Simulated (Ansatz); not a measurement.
# Sr on Hf(0001): change of the work function, part 3 of 5

Aim: the work function of Hf(0001) at several coverages of Sr (top site), and the dipole that each adsorbate carries.

Ansatz 0.2.0; plane-wave DFT, PBEsol, Ansatz PAW.

So far, work function, upper face (eV): step 2 (the clean slab) 4.38; step 3 (37 atoms, coverage 0.111 ML, cell 3x3) 2.69.

## (4) Adsorbate added, k-mesh 6×6×1, coverage 0.25 ML

System of this step: Sr/Hf(0001). The cell holds 17 atoms: 16 Hf and 1 Sr. Cell: a = 6.400 Å, b = 6.400 Å, c = 29.321 Å, α = 90.0°, β = 90.0°, γ = 60.0°. Vacuum lies along c.

Another coverage, to see how the dipoles act on each other as their distance changes.

Input file input.yaml:

```yaml
crystal:
  lattice:
    - [6.4, 0.0, 0.0]
    - [3.2, 5.5425625842, 0.0]
    - [0.0, 0.0, 29.3207626968]
  atoms:
    - { symbol: Hf, position: [0.3333333333, 0.3333333333, 0.3069497234] }
    - { symbol: Hf, position: [0.0, 0.0, 0.3932776278] }
    - { symbol: Hf, position: [0.3333333333, 0.3333333333, 0.481177092] }
    - { symbol: Hf, position: [0.0, 0.0, 0.5605503126] }
    - { symbol: Hf, position: [0.3333333333, 0.8333333333, 0.3069497234] }
    - { symbol: Hf, position: [0.0, 0.5, 0.3932776278] }
    - { symbol: Hf, position: [0.3333333333, 0.8333333333, 0.481177092] }
    - { symbol: Hf, position: [0.0, 0.5, 0.5605503126] }
    - { symbol: Hf, position: [0.8333333333, 0.3333333333, 0.3069497234] }
    - { symbol: Hf, position: [0.5, 0.0, 0.3932776278] }
    - { symbol: Hf, position: [0.8333333333, 0.3333333333, 0.481177092] }
    - { symbol: Hf, position: [0.5, 0.0, 0.5605503126] }
    - { symbol: Hf, position: [0.8333333333, 0.8333333333, 0.3069497234] }
    - { symbol: Hf, position: [0.5, 0.5, 0.3932776278] }
    - { symbol: Hf, position: [0.8333333333, 0.8333333333, 0.481177092] }
    - { symbol: Hf, position: [0.5, 0.5, 0.5605503126] }
    - { symbol: Sr, position: [0.0, 0.0, 0.6930502766] }
kpoints:
  mp_grid: { grid: [6, 6, 1] }
hamiltonian:
  xc: pbesol
scf:
  occupations: { method: fermi_dirac, width: 0.1 }
  convergence: { dr2_threshold: 1.0e-08 }
efield:
  axis: 3
  dipole_correction: true
  ramp_position: 0.97
  ramp_width: 0.06
relax:
  f_tol: 0.02
  max_steps: 60
  constraints: [{ sites: [0, 1, 4, 5, 8, 9, 12, 13] }]
output:
  bader: true
  dos: { projected: true, e_range: [-8, 4] }
  write_potential: true
  write_density: true
  volumetric_format: npy
  elf: true
```

Launch:

```sh
$ ansatz run input.yaml --threads 4 --pin off --max-ram 12288MiB --backend cpu --events-out ev --progress --plain --runs-dir out
```

Numbers of over 12 decimals in the logs are rounded to 6 here.

The log of the run:

```text
[...]
Crystal: 17 atoms, lattice volume = 1040.078 Å³
Basis set: ecut = 420 eV, 20425 PW (Γ), exchange–correlation on 90×90×400 points (8 copies of the dense FFT grid, shifted against one another)
Bands: 256, of which v1, the nominal top of the filled ones, is band 213 counted from 1 (212 counted from 0)
Symmetry: 6 space group operations
[...]
k-points: 7 of 36 (time reversal used)
[...]
SCF iter   1: F=—  HF=-253052.722475 eV  |F-HF|=—  |Δ(HF+E_count)|=         —  Δρ=7.42e-3  dr2=1.36e1  ethr=1.77e-3  p=0.662 e·Å  D=1.15e-1 V/Å  ΔV_dip=-3.38 eV  dr2_dipole=9.35e0  V_vac-E_F(+/−)=1.25/4.63 eV  ⟨swp⟩=8.9  Hψ=6947  notcnv=0
[...]
SCF iter  13: F=-253052.013571 eV  HF=-253052.013571 eV  |F-HF|=5.82e-11  |Δ(HF+E_count)|=   9.28e-9  Δρ=3.48e-7  dr2=2.63e-9  ethr=2.35e-12  p=0.345 e·Å  D=6.00e-2 V/Å  ΔV_dip=-1.76 eV  dr2_dipole=1.09e-10  V_vac-E_F(+/−)=2.69/4.45 eV  ⟨swp⟩=16.3  Hψ=17198  notcnv=0
SCF 1 converged in 13 iterations: F = -253052.013571 eV  dr2 = 2.63e-9
[...]
relax step   1: F+E_penalty+E_count = -253052.01357119 eV  Δ(F+E_penalty+E_count) = +0.000e0 eV  max|allowed force component| = 1.108e0 eV/Å  Δτ_max = 0.0000 Å  (13 SCF iters, accepted)
[...]
SCF iter  12: F=-253052.250841 eV  HF=-253052.250841 eV  |F-HF|=3.84e-9  |Δ(HF+E_count)|=   4.48e-9  Δρ=3.09e-7  dr2=4.30e-9  ethr=2.35e-12  p=0.377 e·Å  D=6.56e-2 V/Å  ΔV_dip=-1.92 eV  dr2_dipole=7.69e-10  V_vac-E_F(+/−)=2.52/4.45 eV  ⟨swp⟩=15.3  Hψ=14819  notcnv=0
SCF 2 converged in 12 iterations: F = -253052.250841 eV  dr2 = 4.30e-9
[...]
relax step   2: F+E_penalty+E_count = -253052.25084107 eV  Δ(F+E_penalty+E_count) = -2.373e-1 eV  max|allowed force component| = 1.279e0 eV/Å  Δτ_max = 0.1948 Å  (12 SCF iters, accepted)
SCF iter   1: F=—  HF=-253052.569907 eV  |F-HF|=—  |Δ(HF+E_count)|=         —  Δρ=2.10e-3  dr2=8.46e-1  ethr=5.36e-4  p=0.377 e·Å  D=6.56e-2 V/Å  ΔV_dip=-1.92 eV  dr2_dipole=1.24e-1  V_vac-E_F(+/−)=2.53/4.45 eV  ⟨swp⟩=7.4  Hψ=5222  notcnv=0  defer=14
[...]
SCF iter  11: F=-253052.537444 eV  HF=-253052.537444 eV  |F-HF|=7.42e-9  |Δ(HF+E_count)|=  4.37e-10  Δρ=2.79e-7  dr2=4.25e-9  ethr=2.35e-12  p=0.410 e·Å  D=7.14e-2 V/Å  ΔV_dip=-2.09 eV  dr2_dipole=3.04e-9  V_vac-E_F(+/−)=2.35/4.44 eV  ⟨swp⟩=10.4  Hψ=13959  notcnv=0
SCF 3 converged in 11 iterations: F = -253052.537444 eV  dr2 = 4.25e-9
relax step   3: F+E_penalty+E_count = -253052.53744391 eV  Δ(F+E_penalty+E_count) = -2.866e-1 eV  max|allowed force component| = 1.199e0 eV/Å  Δτ_max = 0.1928 Å  (11 SCF iters, accepted)
[...]
relax step   4: F+E_penalty+E_count = -253052.75868585 eV  Δ(F+E_penalty+E_count) = -2.212e-1 eV  max|allowed force component| = 9.627e-1 eV/Å  Δτ_max = 0.1908 Å  (11 SCF iters, accepted)
[...]
relax step   5: F+E_penalty+E_count = -253052.92069896 eV  Δ(F+E_penalty+E_count) = -1.620e-1 eV  max|allowed force component| = 5.667e-1 eV/Å  Δτ_max = 0.1956 Å  (11 SCF iters, accepted)
[...]
relax step   6: F+E_penalty+E_count = -253053.00871056 eV  Δ(F+E_penalty+E_count) = -8.801e-2 eV  max|allowed force component| = 2.507e-1 eV/Å  Δτ_max = 0.2000 Å  (10 SCF iters, accepted)
[...]
relax step   7: F+E_penalty+E_count = -253053.01915251 eV  Δ(F+E_penalty+E_count) = -1.044e-2 eV  max|allowed force component| = 1.144e-1 eV/Å  Δτ_max = 0.1038 Å  (9 SCF iters, accepted)
SCF iter   1: F=—  HF=-253053.022683 eV  |F-HF|=—  |Δ(HF+E_count)|=         —  Δρ=4.50e-4  dr2=6.10e-2  ethr=2.86e-5  p=0.459 e·Å  D=7.98e-2 V/Å  ΔV_dip=-2.34 eV  dr2_dipole=2.06e-2  V_vac-E_F(+/−)=2.11/4.45 eV  ⟨swp⟩=3.0  Hψ=2722  notcnv=0  defer=11
[...]
SCF iter   8: F=-253053.020532 eV  HF=-253053.020532 eV  |F-HF|=5.24e-10  |Δ(HF+E_count)|=   7.48e-9  Δρ=2.65e-7  dr2=1.64e-9  ethr=2.35e-12  p=0.459 e·Å  D=7.99e-2 V/Å  ΔV_dip=-2.34 eV  dr2_dipole=3.23e-12  V_vac-E_F(+/−)=2.11/4.45 eV  ⟨swp⟩=14.9  Hψ=15648  notcnv=0
SCF 8 converged in 8 iterations: F = -253053.020532 eV  dr2 = 1.64e-9
relax step   8: F+E_penalty+E_count = -253053.02053201 eV  Δ(F+E_penalty+E_count) = -1.379e-3 eV  max|allowed force component| = 1.752e-2 eV/Å  Δτ_max = 0.0158 Å  (8 SCF iters, accepted)
[...]
SCF converged after 8 iterations
Free energy (F): -253053.020532 eV
[...]
Internal energy: -253052.264684 eV  (E = F + TS)
E sigma→0 (E₀):  -253052.642608 eV
Entropy (-TS):   -0.755848 eV (-44.462 meV/atom)
Fermi energy:    5.173619 eV
Dipole field:    D = 0.079907 V/Å  (p = 0.459290 e·Å, saw-weighted, corrected)
Work function:   Φ+ = 2.1083 eV   Φ− = 4.4513 eV
[...]
--- Forces (eV/Å), atoms counted from 1 ---
  atom   1  Hf     0.00000000    -0.00000000     0.85528270
  atom   2  Hf    -0.00000000     0.00000000    -0.97780214
  atom   3  Hf     0.00000000    -0.00000000    -0.00965454
  atom   4  Hf    -0.00000000     0.00000000     0.00326423
  atom   5  Hf    -0.03497408     0.02019230     0.84438886
  atom   6  Hf     0.05060805    -0.02921857    -0.80236833
  atom   7  Hf    -0.00466708     0.00269454    -0.00529422
  atom   8  Hf     0.01517669    -0.00876226     0.00855153
  atom   9  Hf     0.00000000    -0.04038459     0.84438886
  atom  10  Hf    -0.00000000     0.05843714    -0.80236833
  atom  11  Hf     0.00000000    -0.00538908    -0.00529422
  atom  12  Hf    -0.00000000     0.01752453     0.00855153
  atom  13  Hf     0.03497408     0.02019230     0.84438886
  atom  14  Hf    -0.05060805    -0.02921857    -0.80236833
  atom  15  Hf     0.00466708     0.00269454    -0.00529422
  atom  16  Hf    -0.01517669    -0.00876226     0.00855153
  atom  17  Sr     0.00000000    -0.00000000    -0.00692483
  max |Σ_I F_I| component: 1.07e-6 eV/Å
--- Band table (eV; the first three rows and the last of 7) ---
  k-point 0: bands = [... 209 lower, 5.3006, 5.5429, 5.5737, 5.5737, 5.6214, 5.9039, 5.9577, 6.0473, ... 39 higher]
  k-point 1: bands = [... 209 lower, 5.2582, 5.3452, 5.4378, 5.4614, 5.4881, 5.7001, 5.8145, 5.8510, ... 39 higher]
  k-point 2: bands = [... 209 lower, 4.9460, 4.9817, 5.1512, 5.1523, 5.1973, 5.2841, 5.4406, 5.5133, ... 39 higher]
  k-point 6: bands = [... 209 lower, 4.6738, 4.7458, 4.7817, 4.8029, 4.8051, 5.1373, 5.1392, 5.1423, ... 39 higher]
--- Relaxed structure (8 steps of the walk, 8 accepted, 0 SCFs on fresh bases) ---
  F+E_penalty+E_count = -253053.02053201 eV   max|allowed force component| = 1.752e-2 eV/Å
  atoms:
    - { symbol: Hf, position: [0.333333, 0.333333, 0.306950] }
    - { symbol: Hf, position: [0, 0, 0.393278] }
    - { symbol: Hf, position: [0.333333, 0.333333, 0.483281] }
    - { symbol: Hf, position: [-3.1943720383233507e-18, 0, 0.554270] }
    - { symbol: Hf, position: [0.333333, 0.833333, 0.306950] }
    - { symbol: Hf, position: [-5.551115123125783e-17, 0.500000, 0.393278] }
    - { symbol: Hf, position: [0.342345, 0.828827, 0.479707] }
    - { symbol: Hf, position: [-0.00466356, 0.502332, 0.564068] }
    - { symbol: Hf, position: [0.833333, 0.333333, 0.306950] }
    - { symbol: Hf, position: [0.5, 0, 0.393278] }
    - { symbol: Hf, position: [0.828827, 0.342345, 0.479707] }
    - { symbol: Hf, position: [0.502332, -0.00466356, 0.564068] }
    - { symbol: Hf, position: [0.833333, 0.833333, 0.306950] }
    - { symbol: Hf, position: [0.500000, 0.500000, 0.393278] }
    - { symbol: Hf, position: [0.828827, 0.828827, 0.479707] }
    - { symbol: Hf, position: [0.502332, 0.502332, 0.564068] }
    - { symbol: Sr, position: [-1.8423020405850124e-17, 0, 0.656830] }
--- Bader charges: 17 sites ---
  site symbol  charge [e]  shift [e]
     0     Hf     -0.0606     0.0000
     1     Hf      0.0622     0.0000
     2     Hf      0.1690     0.0000
     3     Hf     -0.6671     0.0000
     4     Hf     -0.0602     0.0000
     5     Hf      0.0635     0.0000
     6     Hf      0.0107     0.0000
     7     Hf     -0.1415     0.0000
     8     Hf     -0.0602     0.0000
     9     Hf      0.0635     0.0000
    10     Hf      0.0108     0.0000
    11     Hf     -0.1415     0.0000
    12     Hf     -0.0603     0.0000
    13     Hf      0.0635     0.0000
    14     Hf      0.0107     0.0000
    15     Hf     -0.1415     0.0000
    16     Sr      0.8790     0.0000
  estimated error of the sums over rays = 5.7e-4 e
```

Elapsed: 13 min, on 4 threads of Arm Neoverse V1, shared host; peak memory 5.8 GiB; 53 min of CPU time.

Step by step:

```
step  energy less that of the first step (eV)  largest force component (eV/Å)
   1                                   0.0000                          1.1076
   2                                  -0.2373                          1.2790
   3                                  -0.5239                          1.1985
   4                                  -0.7451                          0.9627
   5                                  -0.9071                          0.5667
   6                                  -0.9951                          0.2507
   7                                  -1.0056                          0.1144
   8                                  -1.0070                          0.0175
```

Forces are held to the 6 operations that the run works with; a distortion that breaks them can't arise in this run.

The atoms that moved most (Å):

```
atom      dx      dy      dz  length
Sr17   0.000   0.000  -1.062   1.062
 Hf4   0.000   0.000  -0.184   0.184
Hf12   0.000  -0.026   0.103   0.106
 Hf8  -0.022   0.013   0.103   0.106
Hf16   0.022   0.013   0.103   0.106
Hf15  -0.043  -0.025  -0.043   0.066
 Hf7   0.043  -0.025  -0.043   0.066
Hf11   0.000   0.050  -0.043   0.066
```

This step gave:

```yaml
energy_at_zero_smearing: -253052.6426 eV
work_function_upper_face: 2.108 eV
work_function_lower_face: 4.451 eV
dipole_along_the_normal: 0.4593 e·Å
step_between_the_vacuum_levels: -2.343 eV
```

Running mean over 2.5312 Å of the planar mean; the ramp of the sawtooth is left out. Table of electron's electrostatic potential energy less the Fermi level by z:

```
z (Å)  electron's electrostatic potential energy less the Fermi level (eV)
    4                                                                 4.45
    5                                                                 4.43
    6                                                                 4.21
    7                                                                 2.40
    8                                                                -3.95
    9                                                                -7.30
   10                                                                -7.18
   11                                                                -7.12
   12                                                                -7.12
   13                                                                -7.02
   14                                                                -7.22
   15                                                                -8.02
   16                                                                -7.64
   17                                                                -6.31
   18                                                                -2.42
   19                                                                -1.04
   20                                                               -0.936
   21                                                                 1.23
   22                                                                 1.94
   23                                                                 2.07
   24                                                                 2.10
   25                                                                 2.11
   26                                                                 2.11
```

The density of states has structure finer than the step of the table below, so its rows give means over 0.5 eV, whole bins alone (the curve runs from -8 to 1.98 eV). Peaks (eV: height): -1.23: 48.9, -0.90: 41.2, 1.08: 41.1, 1.26: 49.6, 1.35: 45.7, 1.53: 39.3, 1.59: 131.

The density of states by energy, zero at the Fermi level; means over each step:

```
energy (eV)  density of states (states/eV a cell)
       -7.5                                     0
       -7.0                                 0.193
       -6.5                                  1.06
       -6.0                                  1.30
       -5.5                                  2.54
       -5.0                                  2.04
       -4.5                                  4.49
       -4.0                                  5.40
       -3.5                                  7.60
       -3.0                                  11.1
       -2.5                                  14.4
       -2.0                                  10.7
       -1.5                                  16.4
       -1.0                                  26.4
       -0.5                                  16.0
        0.0                                  23.1
        0.5                                  24.4
        1.0                                  28.7
        1.5                                  31.4
```

Projected DOS per atom over height of the atomic layer and energy from the Fermi level. Layers: Hf4 Hf4 Hf4 Hf4 Sr from below.

Values in states/eV, 22 rows by 5 columns, each cell a mean:
```
1.02 1.26 1.48 1.43 0.06
1.00 1.20 1.55 1.60 0.24
1.80 1.52 1.26 1.59 0.83
1.92 1.14 1.00 1.32 0.23
1.91 0.96 0.94 1.45 0.30
1.23 0.75 0.65 1.06 0.22
1.53 1.70 1.57 1.66 0.71
1.02 0.93 1.05 1.48 0.84
0.48 0.60 0.64 0.51 0.03
0.75 0.96 1.00 0.74 0.04
0.66 0.73 0.78 0.72 0.06
0.54 0.80 0.85 0.57 0.06
0.41 0.57 0.59 0.43 0.05
0.19 0.15 0.14 0.18 0.03
0.24 0.27 0.26 0.24 0.03
0.13 0.13 0.13 0.13 0.01
0.14 0.18 0.18 0.14 0.01
0.06 0.11 0.11 0.06 0.01
0.03 0.09 0.10 0.04 0.00
0.01 0.04 0.04 0.02 0.00
0.00 0.00 0.00 0.00 0.00
0.00 0.00 0.00 0.00 0.00
```
Columns: height of the atomic layer (Å) from 9 to 19.3 (not evenly spaced); rows upwards: energy from the Fermi level (eV) from -7.96 to 1.95.

Valence density in the ca plane at fractional y = 0.000, with atoms of Hf and Sr within 0.2 Å of it. It is the smooth field of the valence electrons, not physical close to the nuclei.

Ten steps, logarithmic in the rise over the least value, from '0' (0 e/Å³) to '9' (29 e/Å³), each cell a mean:
```
11369973111111136997410134443100000000000000
11146642111111114664210123432000000000000000
11112211111111111221100011210000000000000000
11111110011221111111000000000000000000000000
11111110011221111111000000000000000000000000
11112211111111111122100000000000000000000000
11146642111111112466410000000000000000000000
11369974111111113799630000000000000000000000
11379984111111114799730000000000000000000000
11257863111111112687520000000000000000000000
11124431111111111344210000000000000000000000
11111111011221111111100000000000000000000000
11111110011222111111000000000000000000000000
11111111011221111111000001100000000000000000
11124431111111112443100013321000000000000000
11257863111111125786310134443100000000000000
11379984111111137998410244443100000000000000
```
Columns run along c (16.0 Å, from fractional 0.34 to 0.88 of the cell), rows up along a (6.4 Å). Atoms in or near the plane, at fractional coordinates: Hf at (0.39, 0.00), Hf at (0.55, 0.00), Hf at (0.39, 0.50), Hf at (0.56, 0.50), Sr at (0.66, 0.00).

Electrostatic potential energy in the ca plane at fractional y = 0.000, with atoms of Hf and Sr within 0.2 Å of it. With pseudopotentials it is smooth inside the atoms' cores, unlike the true potential.

Ten even steps from '0' (-37 eV) to '9' (8 eV), each cell a mean:
```
98510004899999861000478610002789999999999999
98741136899889874113689851025789999999999999
89876678998778887667899986667899999999999999
89998899987667899889999998888999999999999999
89998899987657899988999999999999999999999999
89876678998778898766789999999999999999999999
98741136899889987311479999999999999999999999
98510004899999984000058999999999999999999999
98500104899999984011048999999999999999999999
98620015899999985100268999999999999999999999
99864357898878998544689999999999999999999999
89988789987667899888899999999999999999999999
89999899987557899999999999999999999999999999
89988789987667898888999988778899999999999999
99864357898888886445799864347899999999999999
98620015899999862001588730004789999999999999
98500104799999850110378610001689999999999999
```
Columns run along c (16.0 Å, from fractional 0.34 to 0.88 of the cell; values clipped at the 3rd and 97th percentile), rows up along a (6.4 Å). Atoms in or near the plane, at fractional coordinates: Hf at (0.39, 0.00), Hf at (0.55, 0.00), Hf at (0.39, 0.50), Hf at (0.56, 0.50), Sr at (0.66, 0.00).

ELF in the ca plane at fractional y = 0.000, with atoms of Hf and Sr within 0.2 Å of it. It is the smooth field of the valence electrons, not physical close to the nuclei.

Values, 9 rows by 16 columns, each cell a mean:
```
0.34 0.66 0.51 0.36 0.49 0.35 0.75 0.36 0.36 0.68 0.63 0.14 0.43 0.20 0.02 0.00
0.28 0.24 0.26 0.23 0.20 0.25 0.25 0.33 0.30 0.39 0.22 0.20 0.36 0.12 0.01 0.00
0.29 0.26 0.29 0.22 0.23 0.29 0.26 0.30 0.44 0.12 0.08 0.21 0.16 0.04 0.00 0.00
0.31 0.56 0.42 0.34 0.34 0.35 0.55 0.45 0.20 0.24 0.17 0.12 0.04 0.01 0.00 0.00
0.38 0.77 0.62 0.47 0.66 0.45 0.76 0.65 0.13 0.20 0.16 0.08 0.02 0.01 0.00 0.00
0.29 0.41 0.31 0.28 0.23 0.30 0.40 0.32 0.27 0.24 0.16 0.14 0.06 0.01 0.00 0.00
0.30 0.28 0.33 0.22 0.25 0.29 0.28 0.37 0.43 0.09 0.07 0.22 0.22 0.05 0.01 0.00
0.28 0.30 0.26 0.25 0.21 0.24 0.34 0.29 0.28 0.61 0.36 0.18 0.39 0.14 0.02 0.00
0.37 0.74 0.59 0.40 0.61 0.40 0.81 0.41 0.39 0.52 0.66 0.14 0.44 0.22 0.03 0.00
```
Columns run along c (16.0 Å, from fractional 0.34 to 0.88 of the cell), rows up along a (6.4 Å). Atoms in or near the plane, at fractional coordinates: Hf at (0.39, 0.00), Hf at (0.55, 0.00), Hf at (0.39, 0.50), Hf at (0.56, 0.50), Sr at (0.66, 0.00).

The relaxation took 8 steps and lowered the energy by 1.0 eV; the largest force on the free atoms ends at 0.018 eV/Å.

By hand: a sheet of dipoles makes a step −p/(ε₀A) in the electron's potential. With e/ε₀ = 180.95 V·Å, p = 0.4593 e·Å and A = 35.47 Å², that is −180.95 × (0.4593) / 35.47 = -2.343 eV, and the two vacuum levels of the run differ by -2.343 eV.

The covered face has 2.11 eV, -2.27 eV against the clean one; the bare back face has moved by -0.00 eV, a measure of how thin the slab is.

## (5) Work function against coverage

This step: plane-wave DFT, PBEsol, Ansatz PAW; work function against coverage (Ansatz 0.2.0).

The runs are now put side by side.

Numbers from this step:

| Item | Value |
| --- | --- |
| work function of the clean face | 4.380 eV |
| largest change of the work function | -2.272 eV |

The work function of the covered face by coverage:

```
coverage (adsorbates/nm²)  work function of the covered face (eV)
                     0.00                                    4.38
                     1.25                                    2.69
                     2.82                                    2.11
```

The dipole per adsorbate comes from the change of the cell's dipole. Coverage, by row:

```
coverage (1/nm²)  coverage (ML)  work function (eV)  change (eV)  dipole per adsorbate, positive end outwards (debye)  mean height of the added atoms over the highest substrate atom (Å)
           1.253         0.1111               2.689       -1.691                                                3.581                                                               2.729
           2.819           0.25               2.108       -2.272                                                2.138                                                                2.72
```

(Part 3 of 5 ends here.)

[Logs are printed without paths, hosts, clocks, repeated set-up lines and the standing remarks that a program may print on its own settings, such as how far it seeks lower states.]

[Hosts, paths, dates, database ids (printed as entryN), source tags and the programs' standing remarks are cut or masked in the printed files.]

[Maps of the electrostatic potential energy from Ansatz leave out the sawtooth potential of an applied field or a dipole correction, so their vacuum need not be flat; planar profiles and work functions include it.]

[The density of states shown here was stored with 400 of the rows of the run's finer table, so its peaks can read low, often by over a quarter, or be missed, and its means over a window can be off by a tenth or more.]
